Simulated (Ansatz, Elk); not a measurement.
**BaHfMgSn: X-ray structure factors from the self-consistent density**

Structure refinements treat a crystal as free atoms side by side. For a made-up structure of BaHfMgSn (cell and positions from a PBEsol relaxation) the runs below show what the calculated density changes in F(hkl).

Program: Elk 11.2.3 (patched build). Level of theory: DFT, PBE, all-electron APW+lo, Dirac cores, scalar-relativistic bands, static density, no spin. Results are calculated unless marked as measured.

This account leaves out most program logs.

The structure was built from a prototype and need not be the compound's stable phase.

**1. Set-up**

It takes space group Cmcm (No. 63, orthorhombic). Conventional cell: a = 3.579 Å, b = 24.120 Å, c = 5.231 Å, α = 90.00°, β = 90.00°, γ = 90.00°. Nearest to Hf lie 4 Hf at 2.92 to 3.58 Å and 1 Mg at 3.35 Å and 6 Ba at 3.56 to 3.63 Å. Ba has 4 Mg at 3.54 Å and 6 Hf at 3.56 to 3.63 Å and 2 Ba at 3.58 Å and 2 Sn at 3.66 Å nearest. Sn has 4 Mg at 3.02 to 3.08 Å and 6 Sn at 3.27 to 3.58 Å and 2 Ba at 3.66 Å nearest. Mg has 4 Sn at 3.02 to 3.08 Å and 1 Hf at 3.35 Å and 4 Ba at 3.54 Å and 2 Mg at 3.58 Å nearest. Farther neighbours are not listed.

Coordinates:

```cif
data_structure
_symmetry_space_group_name_H-M 'Cmcm'
_symmetry_Int_Tables_number 63
_cell_length_a 3.5789
_cell_length_b 24.1205
_cell_length_c 5.2308
_cell_angle_alpha 90.000
_cell_angle_beta 90.000
_cell_angle_gamma 90.000
_cell_volume 451.55
loop_
_atom_site_label
_atom_site_type_symbol
_atom_site_symmetry_multiplicity
_atom_site_Wyckoff_symbol
_atom_site_fract_x
_atom_site_fract_y
_atom_site_fract_z
_atom_site_occupancy
Hf1 Hf 4 c 0.50000 0.52697 0.75000 1
Ba1 Ba 4 c 0.50000 0.89923 0.75000 1
Sn1 Sn 4 c 0.50000 0.73330 0.25000 1
Mg1 Mg 4 c 0.00000 0.83411 0.25000 1
```

**2. Ground state and structure factors**

An all-electron density is needed, since X-rays see the cores too. Task 0 finds the density and task 195 Fourier-transforms it; tshift is off so that phases refer to the origin typed.

File elk.in:

```
tasks
  0
  195

xctype
  20

spinpol
  .false.

rgkmax
  7.0

gmaxvr
  14.0

lmaxo
  7

lmaxapw
  8

swidth
  0.002

tshift
  .false.

ramdisk
  .false.

hmaxvr
  5.5

maxscl
  120

epspot
  1e-06

sppath
  './'

avec
  3.38157667137 -22.79053460510 -0.00000000000
  3.38157667137 22.79053460510 -0.00000000000
  -0.00000000000 0.00000000000 9.88471482934

atoms
  4
  'Hf.in'
  2
  0.9730280053 0.0269719947 0.7500000000   0.000000 0.000000 0.000000
  0.0269719947 0.9730280053 0.2500000000   0.000000 0.000000 0.000000
  'Ba.in'
  2
  0.6007653449 0.3992346551 0.7500000000   0.000000 0.000000 0.000000
  0.3992346551 0.6007653449 0.2500000000   0.000000 0.000000 0.000000
  'Sn.in'
  2
  0.7667013887 0.2332986113 0.2500000000   0.000000 0.000000 0.000000
  0.2332986113 0.7667013887 0.7500000000   0.000000 0.000000 0.000000
  'Mg.in'
  2
  0.1658852829 0.8341147171 0.2500000000   0.000000 0.000000 0.000000
  0.8341147171 0.1658852829 0.7500000000   0.000000 0.000000 0.000000

ngridk
  6 6 5
```

On the command line:

```
OMP_NUM_THREADS=4 elk
```

Elapsed: 3.2 min, on 4 threads of Intel Xeon Platinum 8488C (Sapphire Rapids), shared host; peak memory 0.58 GiB.

SFACRHO.OUT:

```text

h k l indices transformed by vhmat matrix:
   1.000000000       0.000000000       0.000000000    
   0.000000000       1.000000000       0.000000000    
   0.000000000       0.000000000       1.000000000    

      h      k      l  multipl.   |H|            Re(F)            Im(F)           |F|

      0      0      0      1   0.0000000       380.00000      0.26396664E-16   380.00000    
     -1      1      0      2  0.27569276       59.390711     -0.79290180E-14   59.390711    
     -2      2      0      2  0.55138551       96.704251     -0.17179539E-13   96.704251    
      0      0      1      2  0.63564659     -0.55396051E-13  0.39645090E-14  0.55537733E-13
     -1      1      1      2  0.69285863      -53.745422      0.10572024E-13   53.745422    
     -1      1     -1      2  0.69285863       53.745422     -0.10572024E-13   53.745422    
      3     -3      0      2  0.82707827      -61.694697     -0.32954981E-13   61.694697    
      2     -2      1      2  0.84147048      -45.478801     -0.17179539E-13   45.478801    
     -2      2      1      2  0.84147048       45.478801     -0.15197284E-13   45.478801    
      0      1      0      4  0.93920281       68.774498     -0.52860120E-14   68.774498    
      1     -2      0      4   1.0169144       97.028158     -0.24778181E-14   97.028158    
     -3      3      1      2   1.0431227       115.10468      0.39645090E-14   115.10468    
      3     -3      1      2   1.0431227      -115.10468      0.92505210E-14   115.10468    
      4     -4      0      2   1.1027710       107.40007      0.25108557E-13   107.40007    
      1      0     -1      4   1.1340849       8.2325523     -0.11232775E-13   8.2325523    
      1      0      1      4   1.1340849      -8.2325523      0.10572024E-13   8.2325523    
      2     -3      0      4   1.1567804       225.88307     -0.11893527E-13   225.88307    
      1     -2     -1      4   1.1992337       226.31627      -0.0000000       226.31627
```

Elk indexes on the primitive cell of elk.in and gives |H| = 4π sin θ/λ in inverse bohr. Below, one row stands for each form hkl of the conventional cell (m members, Friedel mates merged), F is for one primitive cell and the density is static (no thermal factor). Free-atom factors are Waasmaier and Kirfel's, and R is Σm||F|−|F'||/Σm|F|.

```tsv
hkl	m	sin θ/λ (Å⁻¹)	abs F, DFT	neutral atoms	diff.
020	2	0.042	59.391	59.205	+0.186
040	2	0.083	96.704	96.875	-0.171
001	2	0.096	0.000	0.000	+0.000
021	4	0.104	53.745	53.245	+0.501
060	2	0.124	61.695	61.486	+0.208
041	4	0.127	45.479	45.691	-0.212
110	4	0.141	68.775	68.818	-0.044
130	4	0.153	97.028	97.118	-0.090
061	4	0.157	115.105	115.394	-0.289
080	2	0.166	107.400	107.256	+0.144
111	8	0.171	8.233	8.421	-0.188
150	4	0.174	225.883	226.123	-0.240
131	8	0.180	226.316	226.508	-0.192
002	2	0.191	311.785	312.608	-0.823
081	4	0.191	280.308	281.219	-0.911
022	4	0.196	53.752	54.274	-0.522
151	8	0.199	3.892	3.938	-0.046
170	4	0.201	25.354	25.533	-0.179
0 10 0	2	0.207	24.574	24.125	+0.450
042	4	0.208	84.879	85.469	-0.591
171	8	0.223	98.590	99.221	-0.631
062	4	0.228	51.853	51.562	+0.291
```

**3. The highest occupied states alone**

An energy window below the Fermi level keeps the highest occupied states, to see at which angles they scatter; shallow core shells can lie inside it and anion s states outside. No new self-consistency is needed.

Changes to elk.in since step 2:

```diff
@@ -1,3 +1,2 @@
 tasks
-  0
   195
@@ -40,2 +39,5 @@
 
+wsfac
+  -0.199640 0.541350
+
 sppath
```

On the command line:

```
OMP_NUM_THREADS=4 elk
```

Run time: 32 s. Hardware: 4 threads; peak memory 0.34 GiB.

States within 12 eV below the Fermi level hold 24.00 electrons; any levels below the window count with the cores. Their amplitudes can exceed the total, where window and core parts have opposite phase:

```tsv
hkl	sin θ/λ (Å⁻¹)	abs F, window	abs F, all
020	0.042	0.978	59.391
040	0.083	6.194	96.704
001	0.096	0.000	0.000
021	0.104	0.802	53.745
060	0.124	0.317	61.695
041	0.127	1.510	45.479
110	0.141	2.222	68.775
130	0.153	0.285	97.028
061	0.157	0.048	115.105
080	0.166	1.095	107.400
```

**4. Another functional**

The difference from free atoms is small, so it is set against the change that LDA (Perdew-Wang) makes.

Changes to elk.in since step 3:

```diff
@@ -1,2 +1,3 @@
 tasks
+  0
   195
@@ -4,3 +5,3 @@
 xctype
-  20
+  3
 
@@ -39,5 +40,2 @@
 
-wsfac
-  -0.199640 0.541350
-
 sppath
```

On the command line:

```
OMP_NUM_THREADS=4 elk
```

Wall time 2.1 min (4 threads); peak memory 0.45 GiB; 6.5 min of CPU time.

Against the first run R = 0.03 %; the largest change is -0.097 at 1 15 0.

**5. Basis size**

A smaller basis shows how fast F responds to it; the change is likely larger than the basis error of the first run, but doesn't show convergence.

Changes to elk.in since step 4:

```diff
@@ -5,3 +5,3 @@
 xctype
-  3
+  20
 
@@ -11,3 +11,3 @@
 rgkmax
-  7.0
+  5.5
```

On the command line:

```
OMP_NUM_THREADS=4 elk
```

It took 2.2 min on 4 threads; peak memory 0.54 GiB.

Against the first run R = 0.03 %; the largest change is +0.147 at 202.

**6. Settings against the effect**

```tsv
run	R against the first run (%)	R against neutral atoms, low angle (%)	wall time
PBE, rgkmax 7	0.00	0.28	3.2 min
LDA (Perdew-Wang)	0.03	0.28	2.1 min
rgkmax 5.5	0.03	0.28	2.2 min
```

**7. Results**

```yaml
r_against_neutral_atoms_sin_theta_lambda_0p3_a_minus1: 0.28 %
r_against_neutral_atoms_0p3_to_0p48_a_minus1: 0.12 %
```

In words: Independent neutral atoms miss the calculated amplitudes by R = 0.28 % below 0.3 Å⁻¹ and 0.12 % from there to 0.48 Å⁻¹; by shells, 0.38 % below 0.15 Å⁻¹ (6 forms), 0.27 % 0.15 to 0.3 (35 forms), 0.12 % 0.3 to 0.45 (81 forms), 0.13 % above 0.45 (23 forms). Bonding, aspherical density and the tables' own atoms all enter these figures, and the runs don't part them. The largest change of an amplitude is -0.91 electrons, at 081. The window's part falls from 24.0 electrons at the origin to at most 0.20 between 0.45 and 0.48 Å⁻¹. Below 0.3 Å⁻¹ the changes that finished (LDA (Perdew-Wang) and rgkmax 5.5) move F by R = 0.03 % at most, against the 0.28 % that separates it from free atoms. The k-mesh has no finished test. Spin-orbit coupling is left out, which can matter for elements this heavy. Part of the difference isn't bonding: the tables are fits to free atoms and ions calculated by other methods than this functional. Thermal motion, anomalous dispersion and extinction are left out.

[Logs are printed without paths, hosts, clocks, repeated set-up lines and the standing remarks that a program may print on its own settings, such as how far it seeks lower states.]

[Hosts, paths, dates, database ids (printed as entryN), source tags and the programs' standing remarks are cut or masked in the printed files.]
